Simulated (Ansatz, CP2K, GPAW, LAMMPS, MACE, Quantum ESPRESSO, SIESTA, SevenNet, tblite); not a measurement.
# GPAW on amorphous Si0.9Ge0.1 (94 atoms): settings against a plane-wave reference, part 2 of 2

Wanted: GPAW inputs and outputs for amorphous Si0.9Ge0.1 (94 atoms), checked against a plane-wave reference.

Program: GPAW 26.7.0; the method stands at each step. Banners, paths, timers and routine set-up lines are dropped from the logs unmarked, and long logs keep their key lines alone; longer cuts are marked.

So far. Step 3 (PBE, LCAO dzp, h 0.2 Å, other mixer settings): Against the first run (7.2 %), the force difference from the reference is 7.2 %, at 1.5 times the CPU time (on 2 against 1 cores) (26 SCF steps against 17): another solver or mixer reaches the same state. Step 4 (PBE, LCAO szp(dzp), h 0.2 Å): Against the first run (7.2 %), the force difference from the reference is 20 %, at 0.77 times the CPU time, with 846 basis functions against 1222: the smaller basis costs accuracy.

## (5) RPBE, LCAO dzp, h 0.2 Å

Method: Kohn-Sham DFT, RPBE, PAW, atomic orbitals (dzp).

The input, run.py:

```python
import numpy as np
from ase.io import read
from gpaw import GPAW, FermiDirac

atoms = read("structure.xyz")
atoms.calc = GPAW(
    mode="lcao",
    basis="dzp",
    h=0.2,
    xc="RPBE",
    kpts={"size": (1, 1, 1), "gamma": True},
    occupations=FermiDirac(0.05),
    maxiter=200,
    symmetry={"point_group": False},
    txt="gpaw.txt",
)
energy = atoms.get_potential_energy(force_consistent=True)
forces = atoms.get_forces()
print(f"energy {energy:.6f} eV")
print("forces (eV/A)")
for i, (a, f) in enumerate(zip(atoms, forces)):
    print(f"{i:4d} {a.symbol:2s} {f[0]:10.5f} {f[1]:10.5f} {f[2]:10.5f}")
print(f"Fermi level {atoms.calc.get_fermi_level():.4f} eV")
for k in range(len(atoms.calc.get_ibz_k_points())):
    for s in range(atoms.calc.get_number_of_spins()):
        e = atoms.calc.get_eigenvalues(kpt=k, spin=s)
        n = np.searchsorted(e, atoms.calc.get_fermi_level())
        print(f"k {k} spin {s} levels about the Fermi level:", np.round(e[max(n - 6, 0):n], 4).tolist(), "|", np.round(e[n:n + 6], 4).tolist())
```

The input, structure.xyz:

```xyz
94
Lattice="12.40220 0.00000 0.00000 0.00000 12.40220 0.00000 0.00000 0.00000 12.40220" Properties=species:S:1:pos:R:3 pbc="T T T"
[... 94 atom lines left out: the same atoms as in the first run ...]
```

Run with:

```bash
> OMP_NUM_THREADS=1 python run.py > output.txt
```

Output:

```text
energy -432.460674 eV
forces (eV/A)
   0 Si   -0.24171   -0.89015    0.25150
   1 Si    0.02308    0.28095    0.34738
   2 Si   -0.36343    0.70066   -2.07455
   3 Si    0.40131   -1.26595   -0.66016
   4 Si   -2.29309    0.22935    1.19001
   5 Si   -0.13552   -0.45025   -0.05975
[...]
91 Ge    1.02025    0.22114   -1.04414
  92 Ge   -0.53730   -0.30358   -0.29504
  93 Ge    2.12156    0.53714    0.91490
Fermi level 5.5581 eV
k 0 spin 0 levels about the Fermi level: [5.0216, 5.1703, 5.2818, 5.3997, 5.4862, 5.5174] | [5.5713, 5.6674, 5.8064, 5.9489, 6.0937, 6.2618]
```

gpaw.txt:

```text
Input parameters:
  mode=LCAO(),
  basis={'default': 'dzp'},
  h=0.2,
  kpts=MonkhorstPack(size=(1, 1, 1), gamma=True),
  maxiter=200,
  occupations=Occupations(name='fermi-dirac', width=0.05, fixmagmom=False),
[... lines left out ...]
  Fermi-Dirac:
[... lines left out ...]
convergence criteria:
- Maximum [total energy] change in last 3 cyles: 0.0005 eV / valence electron
[... lines left out ...]
Converged in 18 steps
[... lines left out ...]
  Free energy:    -432.460674
[... lines left out ...]
Fermi level: 5.558
[... lines left out ...]
|        ... |               |           |
|        229 |         7.995 |     0.000 |
Gap: 0.054 eV
Transition (v -> c):
  (s=0, k=0, n=187, [0.00, 0.00, 0.00]) -> (s=0, k=0, n=188, [0.00, 0.00, 0.00])
No difference between direct/indirect transitions
Force computation time: 44.157  # s
timing:  # [seconds]
  Total:  385.245  # ━━━━━━━━━━━━━━━━━━━━━━━━━━━━━━━━━━━━━━━━━━━━━━━━━━━━━━━━
  Init:    10.770  # ━╸
  SCF:    330.289  # ━━━━━━━━━━━━━━━━━━━━━━━━━━━━━━━━━━━━━━━━━━━━━━━━
  Forces:  44.157  # ━━━━━━╸
```

Wall time 6.4 min (1 thread of Arm Neoverse V2, shared host); peak memory 2.2 GiB.

Numbers from this run, and their distance from the reference:

* r.m.s. force component: 0.8094 eV/Å
* r.m.s. difference of force components: 73.91 meV/Å
* longest difference of force vectors: 348.4 meV/Å
* force difference over r.m.s. force: 9.83 %
* slope of forces against the reference's: 1.075
* correlation of force components: 0.9982

Against the first run (7.2 %), the force difference from the reference is 9.8 %, at 1.1 times the CPU time; the model has changed, so this is no error of the program alone.

## (6) The ladder

Differences are against the plane-wave reference, forces as r.m.s. over components; share is that over the reference's r.m.s. force, slope the least-squares factor from reference forces to these. Total energies of different programs have different zeros and aren't compared.

| run | Δ force, r.m.s. (meV/Å) | share (%) | slope | cores | CPU time | memory (GiB) |
| --- | --- | --- | --- | --- | --- | --- |
| reference | - | - | - | 8 | 83 s | 2.2 |
| GPAW PBE, LCAO dzp, h 0.2 Å | 54.1 | 7.20 | 1.052 | 1 | 6.1 min | 2.2 |
| GPAW PBE, LCAO dzp, h 0.2 Å, other mixer settings | 54.2 | 7.21 | 1.052 | 2 | 9.4 min | 2.3 |
| GPAW PBE, LCAO szp(dzp), h 0.2 Å (coarse) | 149 | 19.8 | 1.115 | 1 | 4.7 min | 2.1 |
| GPAW RPBE, LCAO dzp, h 0.2 Å | 73.9 | 9.83 | 1.075 | 1 | 6.4 min | 2.2 |

Rows marked coarse were listed beforehand as settings not expected to be converged; some can still land near the reference.

CPU time is summed over cores on a shared host, where runs went side by side, so it is rough. Symmetry, cutoffs, thresholds, outputs and thread counts weren't matched or tuned between programs; memory under MPI is the largest rank's times the ranks.

Within one program, basis, potentials and functional, energies share a zero. Each run against its twin at the usual cutoff or grid and solver:

| run | twin | Δ energy (meV/atom) | Δ force, r.m.s. (meV/Å) | CPU time over the twin's |
| --- | --- | --- | --- | --- |
| GPAW PBE, LCAO dzp, h 0.2 Å, other mixer settings | LCAO dzp, h 0.2 Å | 1.0e-4 | 1.51 | 1.5 (this twin ran on 1 cores) |

## (7) Outcome

```
nearest in forces : a tie at 7.2 % of 2 runs: GPAW PBE, LCAO dzp, h 0.2 Å; GPAW PBE, LCAO dzp, h 0.2 Å, other mixer settings
```

In words: The PBE runs in local orbitals, coarse settings apart, differ by 7.2 % in each run; basis, grid and potentials can all enter. Rows with another functional or a dispersion term differ by 9.8 % (GPAW RPBE, LCAO dzp, h 0.2 Å), which mixes the change of model with differences of basis and potentials. Runs with settings chosen to be coarse differ by 20 % (GPAW PBE, LCAO szp(dzp), h 0.2 Å), their programs' other errors included. None of the electronic-structure runs in the table takes under half the reference's CPU time of 83 s; they take 3.4 to 6.8 times as much. GPAW PBE, LCAO szp(dzp), h 0.2 Å stiffens the forces by a factor of 1.11 while following their directions (correlation 0.990); the slopes of the 4 GPAW runs lie between 1.05 and 1.11. The potentials hold different valence shells: 466 electrons in the reference, 376 in GPAW; this bears on time and differences. GPAW's setups keep the filled d shell of Ge in the core. The quench rate of 3 K/ps is many orders above laboratory rates, so the cell is likely richer in defects and strain than a real sample. The network of bonds at the start is that of the classical potential that made the cell, and needn't be the one that DFT or experiment would give. The electronic-structure runs sample only Γ, in a cell whose shortest periodic width is 12 Å, which is coarse for a cell with partly filled levels.

[Also dropped from logs without a mark: logging warnings of Python, and SIESTA's first energy breakdown and zero terms.]

[Logs are printed without paths, hosts, clocks, repeated set-up lines and the standing remarks that a program may print on its own settings, such as how far it seeks lower states.]

[Hosts, paths, dates, database ids (printed as entryN), source tags and the programs' standing remarks are cut or masked in the printed files.]
